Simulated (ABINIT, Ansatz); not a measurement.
# A GW run on ZrSe3 (P2_1/m) in ABINIT, with inputs changed, part 2 of 2

What do changed inputs do to GW on ZrSe3 (P2_1/m)?

ABINIT 10.8.3; LDA and many-body steps on it, plane waves. Known limits of the many-body steps: not at the basis limit; no spin-orbit coupling; coarse k mesh.

So far. Step 3 (Base): The gap on the mesh goes from 0.29 eV to 0.79 eV, a correction of +0.50 eV. Step 4 (Broadening of the poles): Against G0W0 in ABINIT (2×4×1 mesh, 209 bands, screening to 114.3 eV, Godby-Needs plasmon pole), the gap moves by +0.000 eV.

## Step 5: Another k mesh than the file's

Level of this step: G0W0 on LDA, plane waves, norm-conserving pseudopotentials (ABINIT).

run.abi

```
acell 3*1.0 Angstrom
rprim 
  5.410900000000 -0.000000000000 -0.000000000000
  -0.000000000000 3.748800000000 0.000000000000
  -1.229420909100 0.000000000000 9.363634990100
ntypat 2
znucl 40 34
natom 8
typat 1 1 2 2 2 2 2 2
xred 
  0.285000000000 0.250000000000 0.656000000000
  0.715000000000 0.750000000000 0.344000000000
  0.762000000000 0.250000000000 0.554000000000
  0.238000000000 0.750000000000 0.446000000000
  0.456000000000 0.250000000000 0.174000000000
  0.544000000000 0.750000000000 0.826000000000
  0.888000000000 0.250000000000 0.169000000000
  0.112000000000 0.750000000000 0.831000000000
pp_dirpath "pseudos"
pseudos "Zr.upf, Se.upf"
ecut 48
ngkpt 3 5 2
nshiftk 1
shiftk 0 0 0
kptopt 1
chksymbreak 0
istwfk *1
occopt 1
irdwfk 1
optdriver 4
nband 209
gwcalctyp 0
ecutsigx 48
symsigma 1
nkptgw 2
kptgw 
  0.0000000000 0.0000000000 0.0000000000
  0.5000000000 0.0000000000 0.0000000000
bdgw 
  83 86
  83 86
ecuteps 4.2
irdscr 1
ppmodel 1
indata_prefix "in"
outdata_prefix "out"
tmpdata_prefix "tmp"
gwmem 10
```

Launch:

```
$ OMP_NUM_THREADS=1 mpirun -n 16 abinit run.abi > log
```

Log:

```text
.Version 10.8.3 of ABINIT. v10.8.2 released Aug 2026.

 Symmetries : space group P2_1/m (# 11); Bravais mP (primitive monocl.)
================================================================================
 Values of the parameters that define the memory need of the present run
     intxc =       0    ionmov =       0      iscf =       7    lmnmax =       6
     lnmax =       6     mgfft =     120  mpssoang =       3    mqgrid =    5519
     natom =       8  nloc_mem =       1    nspden =       1   nspinor =       1
    nsppol =       1      nsym =       4    n1xccc =    2501    ntypat =       2
    occopt =       1   xclevel =       1
-    mband =         209        mffmem =           1         mkmem =           1
       mpw =       20395          nfft =      368640          nkpt =          12
================================================================================
  Rough estimation (10% accuracy) of disk space for files :
================================================================================

--------------------------------------------------------------------------------
------------- Echo of variables that govern the present computation ------------
--------------------------------------------------------------------------------
 -outvars: echo values of preprocessed input variables --------
            acell      1.8897261259E+00  1.8897261259E+00  1.8897261259E+00 Bohr

             bdgw          83      86      83      86
      chksymbreak           0
             ecut      4.80000000E+01 Hartree
          ecuteps      4.20000000E+00 Hartree
         ecutsigx      4.80000000E+01 Hartree
          ecutwfn      4.80000000E+01 Hartree
-          fftalg         312
            gwmem          10
           irdscr           1
[...]
.Using double precision arithmetic ; gwpc =  8

 Real(R)+Recip(G) space primitive vectors, cartesian coordinates (Bohr,Bohr^-1):
 R(1)= 10.2251191  0.0000000  0.0000000  G(1)=  0.0977984  0.0000000  0.0128407
 R(2)=  0.0000000  7.0842053  0.0000000  G(2)=  0.0000000  0.1411591  0.0000000
 R(3)= -2.3232688  0.0000000 17.6947057  G(3)=  0.0000000  0.0000000  0.0565141
 Unit cell volume ucvol=  1.2817486E+03 bohr^3
 Angles (23,13,12)=  9.00000000E+01  9.74800000E+01  9.00000000E+01 degrees

--- Pseudopotential description ------------------------------------------------
- Zr Generated using ONCVPSP code by D. R. Hamann
- 40.00000  12.00000  180309                  znucl, zion, pspdat
12 -1012 2 -1 1584                            pspcod,pspxc,lmax,lloc,mmax
     nproj     2     2     2
  pspatm : epsatm=   18.87515418
         --- l  ekb(1:nproj) -->
[...]
pspatm: atomic psp has been read  and splines computed

- Se Generated using ONCVPSP code by D. R. Hamann
- 34.00000  24.00000  180309                  znucl, zion, pspdat
12 -1012 2 -1 1198                            pspcod,pspxc,lmax,lloc,mmax
     nproj     2     2     2
  pspatm : epsatm=   25.89836092
         --- l  ekb(1:nproj) -->
[...]
1   -7.368149   -2.477856
             2  -10.200299   -4.476278
 pspatm: atomic psp has been read  and splines computed

   3.24475996E+04                                ecore*ucvol(ha*bohr**3)
--------------------------------------------------------------------------------

--- !ERROR
message: |
    Cannot continue, basic dimensions/parameters reported in the header do not agree with input file.
    Check consistency between the content of the WFK external file and the input file.

--- !ERROR
message: |
    Cannot continue, basic dimensions/parameters reported in the header do not agree with input file.
    Check consistency between the content of the WFK external file and the input file.

--- from the log ---
Cannot continue, basic dimensions/parameters reported in the header do not agree with input file.
    Check consistency between the content of the WFK external file and the input file.
```

Elapsed: 3.1 s, on 16 MPI ranks of Arm Neoverse V2, shared host; peak memory 0.72 GiB.

The run stopped with an error after 3.1 s.

The program's words: Cannot continue, basic dimensions/parameters reported in the header do not agree with input file. Check consistency between the content of the WFK external file and the input file.

The fault put into this input: another k mesh than the file's.

## Step 6: The runs together

Times are wall times on 16 MPI ranks of Arm Neoverse V2, shared host, good to a factor of about two. A run's time includes the screening step that it read.

```
                    run   mesh  bands  screening cutoff (eV)  DFT gap (eV)  gap on the mesh (eV)  direct (eV)  ε∞ used     time
                   base  2×4×1    209                  114.3         0.292                 0.788        1.028    17.05  2.6 min
broadening of the poles  2×4×1    209                  114.3         0.292                 0.788        1.028    17.05  2.6 min
```

## Step 7: Outcome

```
base                    : 0.788 eV
broadening of the poles : 0.788 eV
known limits            : not at the basis limit; no spin-orbit coupling; coarse k mesh
```

In words: Broadening of the poles: no change against base (keys changed: zcut). Bands and cutoff are finite, so the gap is not at the basis limit. The miss can reach some tenths of an eV and take either sign; the mesh is an error of its own. In the G0W0 runs levels were corrected at 2 k points alone, so a gap called «on the mesh» is the least over those, and an edge elsewhere would be missed. The 2×4×1 mesh is coarse for this cell, which bears on the long-range parts of exchange and screening. The many-body steps are scalar-relativistic: spin-orbit coupling is not in them.

[Paths, hosts, dates, memory and timing lines, banners, echoed tables and standing remarks are left out of the program output.]

[Logs are printed without paths, hosts, clocks, repeated set-up lines and the standing remarks that a program may print on its own settings, such as how far it seeks lower states.]

[Runs of the session that timed out or met a known fault of the program may be left out.]

[Hosts, paths, dates, database ids (printed as entryN), source tags and the programs' standing remarks are cut or masked in the printed files.]

[G0W0 gaps are taken among the corrected bands and points alone; a level outside them can change the order at an edge.]

[Where Ansatz stands beside ABINIT at settings called matched, ABINIT's density can come from a denser mesh and the files from another edition; pairs whose starting gaps differed by over 0.03 eV were left out, so agreement reads better than it is.]
